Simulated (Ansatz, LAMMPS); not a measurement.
# Relaxing glassy 57SiO2-43MgO (mol %) (59 atoms), part 2 of 3

Wanted: the relaxed structure of glassy 57SiO2-43MgO (mol %) (59 atoms) and its electronic structure.

Ansatz 0.2.0; Kohn-Sham DFT, PBE, PAW (set soft_2), plane waves.

The cell: 13 Si, 10 Mg and 36 O. The quench rate of 5 K/ps far exceeds what a furnace or splat quench reaches. The network of bonds at the start is that of the classical potential that made the cell. The Brillouin zone is sampled at Γ only, in a cell whose shortest periodic width is 9 Å.

So far. Step 4 (Relaxation): The relaxation changed the energy by -83.1 meV/atom, and atoms moved by 0.19 Å r.m.s., 0.42 Å at most.

## (5) Distances and neighbours after relaxation

Bonds before and after, by the cutoffs listed below:

```csv
pair,bonds before,bonds after,mean before (Å),mean after (Å),spread before (Å),spread after (Å)
O-Si,52,52,1.614,1.643,0.055,0.031
O-Mg,47,49,2.122,2.093,0.128,0.112
```

Density 2.64 g/cm³, 12.64 Å³ an atom.

Pair distribution functions g(r), in bins of 0.2 Å:

| r (Å) | total | O-O | O-Si | O-Mg | Si-Si | Si-Mg | Mg-Mg |
| --- | --- | --- | --- | --- | --- | --- | --- |
| 1.50 | 0.34 | 0.00 | 1.28 | 0.00 | 0.00 | 0.00 | 0.00 |
| 1.70 | 2.95 | 0.00 | 10.98 | 0.00 | 0.00 | 0.00 | 0.00 |
| 1.90 | 0.57 | 0.00 | 0.00 | 2.76 | 0.00 | 0.00 | 0.00 |
| 2.10 | 1.16 | 0.00 | 0.00 | 5.60 | 0.00 | 0.00 | 0.00 |
| 2.30 | 0.16 | 0.00 | 0.00 | 0.79 | 0.00 | 0.00 | 0.00 |
| 2.50 | 0.53 | 1.28 | 0.10 | 0.13 | 0.00 | 0.00 | 0.00 |
| 2.70 | 1.68 | 4.01 | 0.09 | 0.22 | 0.00 | 1.54 | 0.00 |
| 2.90 | 0.81 | 1.25 | 0.07 | 0.30 | 1.21 | 1.36 | 3.54 |
| 3.10 | 0.89 | 1.05 | 0.00 | 0.43 | 2.92 | 2.84 | 1.85 |
| 3.30 | 0.95 | 0.93 | 0.82 | 0.39 | 1.95 | 1.49 | 3.29 |
| 3.50 | 1.00 | 0.67 | 1.02 | 1.06 | 0.00 | 2.83 | 1.45 |
| 3.70 | 0.74 | 0.57 | 1.28 | 0.66 | 0.26 | 0.35 | 0.45 |
| 3.90 | 1.20 | 0.69 | 2.02 | 1.73 | 0.23 | 0.45 | 0.00 |
| 4.10 | 1.17 | 0.85 | 1.99 | 1.33 | 0.20 | 0.28 | 0.70 |
| 4.30 | 1.16 | 0.87 | 1.28 | 1.28 | 3.04 | 0.72 | 0.64 |

Bonds by pair of elements; cutoffs follow the first minimum of g(r), held within bounds set by covalent radii, and pairs that aren't listed don't count as bonded:

| pair A-B | cutoff (Å) | bonds | mean length (Å) | spread (Å) | shortest (Å) | B about A | A about B |
| --- | --- | --- | --- | --- | --- | --- | --- |
| O-Si | 2.08 | 52 | 1.64 | 0.031 | 1.59 | 1.44 | 4 |
| O-Mg | 2.58 | 49 | 2.09 | 0.112 | 1.92 | 1.36 | 4.9 |

How many atoms have how many bonded neighbours:

```csv
element,mean,2,3,4,5
Mg,4.9,0,0,1,9
O,2.81,12,19,5,0
Si,4,0,0,13,0
```

Bond angles, per cent of each kind in bins of 5°:

```csv
angle (°),O-Mg-O,O-Si-O,Mg-O-Si,Mg-O-Mg,Si-O-Si
65–70,2.1,0.0,0.0,0.0,0.0
70–75,9.4,0.0,0.0,0.0,0.0
75–80,7.3,0.0,0.0,0.0,0.0
80–85,9.4,0.0,3.7,6.9,0.0
85–90,4.2,0.0,5.6,17.2,0.0
90–95,12.5,1.3,11.1,20.7,0.0
95–100,6.2,6.4,7.4,10.3,0.0
100–105,10.4,17.9,1.8,13.8,0.0
105–110,4.2,25.6,13.0,10.3,0.0
110–115,4.2,35.9,11.1,0.0,0.0
115–120,5.2,9.0,1.8,10.3,0.0
120–125,2.1,1.3,7.4,0.0,6.2
125–130,3.1,2.6,5.6,3.5,12.5
130–135,1.0,0.0,5.6,0.0,12.5
135–140,2.1,0.0,1.8,0.0,12.5
140–145,6.2,0.0,9.3,0.0,6.2
145–150,1.0,0.0,5.6,3.5,12.5
150–155,2.1,0.0,5.6,0.0,6.2
155–160,2.1,0.0,3.7,0.0,12.5
160–165,2.1,0.0,0.0,0.0,0.0
165–170,2.1,0.0,0.0,0.0,6.2
170–175,1.0,0.0,0.0,3.5,12.5
```

Bond angles (no mean is given where the spread exceeds 20°):

```
  angle  count  mean (°)  spread (°)
 O-Mg-O     96         -           -
 O-Si-O     78       109         6.4
Mg-O-Si     54         -           -
Mg-O-Mg     29       103        19.2
Si-O-Si     16       146        16.5
```

Oxygen atoms by the number of network formers (Si, P, Ge, B, Al, As, Ga) bound to them:

```csv
network formers bound to O,O atoms,per cent
0,0,0
1,20,55.6
2,16,44.4
```

Network units: each former by its oxygen neighbours and how many of them bridge to another former:

| former | O neighbours | bridging O | atoms |
| --- | --- | --- | --- |
| Si | 4 | 0 | 1 |
| Si | 4 | 1 | 2 |
| Si | 4 | 2 | 2 |
| Si | 4 | 3 | 6 |
| Si | 4 | 4 | 2 |

Bond length by coordination (bonds to H left out):

```
element  coordination  atoms  mean bond length (Å)
     Mg             4      1                  2.05
     Mg             5      9                  2.10
      O             2     12                  1.65
      O             3     19                  1.90
      O             4      5                  2.02
```

Rings of the network by King's shortest-path rule, up to 12 atoms, one path for each pair of neighbours; H, halogens, alkali and alkaline-earth atoms are left out, and the last column divides by all other atoms, bonded or not:

| ring size (atoms) | rings | per network atom |
| --- | --- | --- |
| 8 | 1 | 0.02 |
| 12 | 1 | 0.02 |

First main peaks of g(r), for some of the pairs, lie near 2.7 Å (O-O), 1.6 Å (O-Si), 2.1 Å (O-Mg) and 3.1 Å (Si-Si). With the cutoffs above, 90 % of Mg atoms have 5, 53 % of O atoms have 3 and all Si atoms have 4 bonded neighbours. 44 % of the oxygens bridge two formers (Si) and 56 % are non-bridging. The commonest Si unit has 4 oxygens, 3 of them shared with other formers (6 of 13 atoms). Rings of 8 and 12 atoms are the most common (50 % each of those counted); sizes run from 8 to 12, where the search stops.

## (6) Single point at the relaxed geometry

One more single point at the end of the walk gives the fuller output and checks the residual forces.

Contents of input.yaml:

```yaml
crystal:
  lattice:
    - [9.06817, 0.0, 0.0]
    - [0.0, 9.06817, 0.0]
    - [0.0, 0.0, 9.06817]
  atoms:
    - { symbol: Si, position: [0.28646, 0.05355, 0.22545] }
    - { symbol: Si, position: [0.23606, 0.5949, 0.16849] }
    - { symbol: Si, position: [0.84041, 0.68017, 0.32866] }
    - { symbol: Si, position: [0.00948, 0.54379, 0.61724] }
    - { symbol: Si, position: [0.77511, 0.50471, 0.04878] }
    - { symbol: Si, position: [0.83039, 0.31107, 0.79376] }
    - { symbol: Si, position: [0.32741, 0.43694, 0.61472] }
    - { symbol: Si, position: [0.76694, 0.14832, 0.36666] }
    - { symbol: Si, position: [0.12547, 0.76664, 0.87203] }
    - { symbol: Si, position: [0.9145, 0.00721, 0.6769] }
    - { symbol: Si, position: [0.41887, 0.7445, 0.72124] }
    - { symbol: Si, position: [0.49756, 0.20745, 0.77744] }
    - { symbol: Si, position: [0.72264, 0.81268, 0.88452] }
    - { symbol: Mg, position: [0.2825, 0.99463, 0.6145] }
    - { symbol: Mg, position: [0.08703, 0.85426, 0.4072] }
    - { symbol: Mg, position: [0.63572, 0.92199, 0.53868] }
    - { symbol: Mg, position: [0.41125, 0.35647, 0.08159] }
    - { symbol: Mg, position: [0.58252, 0.48029, 0.32145] }
    - { symbol: Mg, position: [0.93691, 0.96795, 0.10355] }
    - { symbol: Mg, position: [0.42488, 0.76254, 0.31999] }
    - { symbol: Mg, position: [0.03228, 0.27991, 0.13574] }
    - { symbol: Mg, position: [0.4869, 0.20344, 0.43002] }
    - { symbol: Mg, position: [0.56064, 0.0379, 0.11025] }
    - { symbol: O, position: [0.87537, 0.15541, 0.22608] }
    - { symbol: O, position: [0.87796, 0.37468, 0.96148] }
    - { symbol: O, position: [0.86764, 0.549, 0.20126] }
    - { symbol: O, position: [0.62603, 0.03197, 0.34108] }
    - { symbol: O, position: [0.06704, 0.94787, 0.61106] }
    - { symbol: O, position: [0.42868, 0.4114, 0.47335] }
    - { symbol: O, position: [0.47544, 0.16682, 0.94761] }
    - { symbol: O, position: [0.88764, 0.42434, 0.66941] }
    - { symbol: O, position: [0.91438, 0.15148, 0.78729] }
    - { symbol: O, position: [0.41603, 0.57693, 0.1899] }
    - { symbol: O, position: [0.18827, 0.68184, 0.0151] }
    - { symbol: O, position: [0.27594, 0.83915, 0.78584] }
    - { symbol: O, position: [0.78341, 0.88064, 0.71919] }
    - { symbol: O, position: [0.68795, 0.30333, 0.40223] }
    - { symbol: O, position: [0.05697, 0.64918, 0.75185] }
    - { symbol: O, position: [0.49395, 0.08696, 0.63886] }
    - { symbol: O, position: [0.77623, 0.64698, 0.93663] }
    - { symbol: O, position: [0.55274, 0.78214, 0.83019] }
    - { symbol: O, position: [0.44195, 0.80894, 0.5535] }
    - { symbol: O, position: [0.38097, 0.57197, 0.72156] }
    - { symbol: O, position: [0.15504, 0.45237, 0.56479] }
    - { symbol: O, position: [0.9126, 0.83557, 0.27916] }
    - { symbol: O, position: [0.39959, 0.19768, 0.22959] }
    - { symbol: O, position: [0.62646, 0.42519, 0.09815] }
    - { symbol: O, position: [0.34342, 0.29822, 0.7319] }
    - { symbol: O, position: [0.39062, 0.91704, 0.16858] }
    - { symbol: O, position: [0.20041, 0.69684, 0.31297] }
    - { symbol: O, position: [0.00423, 0.88884, 0.9092] }
    - { symbol: O, position: [0.13678, 0.08514, 0.13262] }
    - { symbol: O, position: [0.18767, 0.42352, 0.13615] }
    - { symbol: O, position: [0.93909, 0.63996, 0.48073] }
    - { symbol: O, position: [0.65372, 0.30065, 0.766] }
    - { symbol: O, position: [0.72655, 0.93325, 0.01446] }
    - { symbol: O, position: [0.82604, 0.06838, 0.52464] }
    - { symbol: O, position: [0.66476, 0.68559, 0.36845] }
    - { symbol: O, position: [0.24987, 0.01633, 0.40086] }
kpoints:
  mp_grid: { grid: [1, 1, 1] }
hamiltonian:
  xc: pbe
scf:
  occupations: { method: fermi_dirac, width: 0.025 }
output:
  forces: true
  stress: true
  populations: true
  dos:
    method: { smearing: { sigma: 0.15 } }
    de: 0.1
    projected: { site_lists: { Mg: [Mg], O: [O], Si: [Si] } }
  eigenvalues: true
  write_density: true
  write_potential: true
  volumetric_format: npy
  elf: true
```

On the command line:

```sh
$ ansatz run input.yaml --threads 4 --pin off --max-ram 8192MiB --backend cpu --events-out ev --progress --plain --runs-dir out
```

Numbers of over 12 decimals in the logs are rounded to 6 here.

The program printed:

```text
[...]
Crystal: 59 atoms, lattice volume = 745.691 Å³
Basis set: ecut = 420 eV, 14531 PW (Γ), exchange–correlation on 128×128×128 points (8 copies of the dense FFT grid, shifted against one another)
Bands: 243, of which v1, the nominal top of the filled ones, is band 184 counted from 1 (183 counted from 0)
Symmetry: 1 space group operations
[...]
k-points: 1
[...]
SCF iter   1: F=—  HF=-47999.490102 eV  |F-HF|=—  |Δ(HF+E_count)|=         —  Δρ=1.88e-3  dr2=2.81e-2  ethr=1.77e-3  ⟨swp⟩=6.0  Hψ=1090  notcnv=0  defer=18
[...]
SCF iter   8: F=-47999.494095 eV  HF=-47999.494095 eV  |F-HF|=1.52e-8  |Δ(HF+E_count)|=   5.19e-7  Δρ=3.63e-6  dr2=9.23e-8  ethr=2.72e-11  ⟨swp⟩=18.0  Hψ=2029  notcnv=0
SCF 1 converged in 8 iterations: F = -47999.494095 eV  dr2 = 9.23e-8
[...]
SCF converged after 8 iterations
Free energy (F): -47999.494095 eV
[...]
Internal energy: -47999.494095 eV  (E = F + TS)
E sigma→0 (E₀):  -47999.494095 eV
Fermi energy:    5.981991 eV
[...]
--- Forces (eV/Å), atoms counted from 1 ---
  atom   1  Si    -0.00113976    -0.00249024     0.00867731
  atom   2  Si     0.00260290    -0.01689736     0.00953247
  atom   3  Si    -0.00980901    -0.00409694    -0.00216383
  atom   4  Si    -0.00387202    -0.00713141     0.00175682
  atom   5  Si    -0.00745706    -0.01316088    -0.00093759
  atom   6  Si    -0.00857921    -0.00840874    -0.00091743
  atom   7  Si     0.00266563     0.00144909    -0.00335870
  atom   8  Si     0.00586417    -0.00207807    -0.00775710
  atom   9  Si     0.00081840     0.00582063    -0.02449737
  atom  10  Si    -0.00210586     0.00363094    -0.01967877
  atom  11  Si     0.00358153    -0.00623481     0.00097957
  atom  12  Si     0.00087972    -0.00089712    -0.00241619
  atom  13  Si    -0.00606699     0.00407688     0.00491884
  atom  14  Mg     0.00087014     0.00352277     0.00333950
[...]
atom  58  O     -0.00260793     0.00884508    -0.00015496
  atom  59  O      0.00289037    -0.00318551    -0.01222369
  max |Σ_I F_I| component: 1.67e-4 eV/Å
--- Stress (GPa, compression-positive) ---
        1.715715      -0.708911      -1.156953
       -0.708907       0.642157      -0.075368
       -1.156953      -0.075368      -2.394559
  P = ⅓ Tr σ = -0.0122 GPa (-0.122 kbar)
--- Band table (eV) ---
[...]
--- Löwdin populations: 59 sites ---
  site symbol       q [e]
     0     Si      2.4560
     1     Si      2.3862
     2     Si      2.3679
[...]
58      O      7.1005
  spilling = 0.010890 (of n_electrons = 368.000000)
```

Elapsed: 3.8 s, on 4 threads of Intel Xeon 6975P-C (Granite Rapids), shared host; peak memory 0.91 GiB; 13 s of CPU time.

Numbers from this run:

| Property | Result |
| --- | --- |
| free energy | -47999.4941 eV |
| free energy per atom | -813.5507 eV/atom |
| SCF cycles | 8 |
| pressure | -0.01223 GPa |
| r.m.s. force component | 0.00637 eV/Å |
| longest force | 0.02519 eV/Å |
| Fermi energy | 5.982 eV |
| gap (highest filled to lowest empty level) | 3.797 eV |
| spilling of the projection | 0.01089 |

Löwdin charges by element and coordination (they lack the spilled electrons, 0.068 e an atom on average):

```
element  coordination  atoms  mean charge (e)  spread   least    most
     Mg           all     10             1.63  0.0115    1.62    1.65
     Mg             4      1             1.65       0    1.65    1.65
     Mg             5      9             1.63  0.0102    1.62    1.65
      O           all     36           -0.946   0.124   -1.11  -0.783
      O             2     12           -0.809  0.0414  -0.941  -0.783
      O             3     19           -0.995  0.0912   -1.10  -0.821
      O             4      5            -1.09  0.0183   -1.11   -1.07
     Si           all     13             1.67  0.0645    1.54    1.77
```

States in the cell by windows of 1 eV, zero at the Fermi level; the larger projections on atomic orbitals stand beside the total:

```
from (eV)  to (eV)  total   O p  Si p
      -18      -17    0.6   0.0   0.1
      -17      -12    0.0   0.0   0.0
      -12      -11    3.2   2.1   0.2
      -11      -10    7.3   4.9   0.5
      -10       -9    7.3   5.1   0.9
       -9       -8   11.3   8.5   1.8
       -8       -7   14.2  10.9   1.6
       -7       -6   26.2  20.9   2.6
       -6       -5   36.1  31.2   2.4
       -5       -4   39.4  36.7   1.1
       -4       -3   43.4  41.5   0.7
       -3       -2   25.1  24.2   0.3
       -2       -1    2.5   2.4   0.0
       -1        1    0.0   0.0   0.0
        1        2    1.8   0.0   0.0
        2        3    0.2   0.0   0.0
        3        4    2.3   0.3   0.3
        4        5   10.6   1.2   2.1
```

Between -26 and -18 eV lie 71 more states.

The stored curve holds about 288 of the 368 electrons; the rest, give or take the few that broadening carries across the Fermi level, lie in deeper levels below its range.

The levels nearest the highest filled one (over half full), pooled over k-points and spins:

| level less the highest filled one (eV) | occupation |
| --- | --- |
| -0.530 | 2 |
| -0.418 | 2 |
| -0.368 | 2 |
| -0.276 | 2 |
| -0.0759 | 2 |
| 0 | 2 |
| 3.80 | 0 |
| 5.77 | 0 |
| 6.02 | 0 |
| 6.17 | 0 |
| 6.34 | 0 |
| 6.40 | 0 |

Electrostatic potential energy in the bc plane at fractional x = 0.411, with atoms of Si and Mg and O within 0.2 Å of it. With pseudopotentials it is smooth inside the atoms' cores, unlike the true potential.

Values in eV, 13 rows by 16 columns, each cell a mean:
```
 11  10  -7  -2   6   3   3   6   9  10  10  10  11  11  11  11
 10   9   4   2   5   7   8   9  10  10   8   6   7   9  10  10
  9   6  -3 -11  -4   4   9   9   4  -4  -1 -19 -21  -2   7   9
  7   6   1  -5 -10  -4   4   4 -18 -35 -19 -42 -44 -16   4   7
  5   2   6   6   6   3  -7 -11  -3  -4   0 -17 -22  -7   5   5
  5   6   6   6   6   4  -9  -8   3   8   8   5 -24 -30   2   6
  7   5   0  -4   2  -4 -37 -24   8   9   9   8  -4  -8   7   8
  8   5  -3 -10   0   4 -13  -4   9   9   6  -2  -8   1   7   9
  8   6   4   1   6   9   9   9   9   8   2 -29 -44 -18   5   8
  5   4 -18 -33  -4   8   8   9   1 -12   0 -12 -24  -6   0   3
  3   4 -10 -23  -3  -3  -2   6 -18 -40 -10   7   6   0 -33 -26
  7   7   8   7  -8 -41 -36  -1   4  -1   8  11  11   9  -8  -4
  9   9   8   7  -3 -28 -24   0   8  10  11  11  11  11  11  10
```
Columns run along b (9.1 Å; values clipped at the 3rd and 97th percentile), rows up along c (9.1 Å). Atoms in or near the plane, at fractional coordinates: Si at (0.74, 0.72), Mg at (0.36, 0.08), Mg at (0.76, 0.32), O at (0.41, 0.47), O at (0.58, 0.19), O at (0.20, 0.23), O at (0.92, 0.17).

[end of part 2 of 3]

[Logs are printed without paths, hosts, clocks, repeated set-up lines and the standing remarks that a program may print on its own settings, such as how far it seeks lower states.]

[Hosts, paths, dates, database ids (printed as entryN), source tags and the programs' standing remarks are cut or masked in the printed files.]
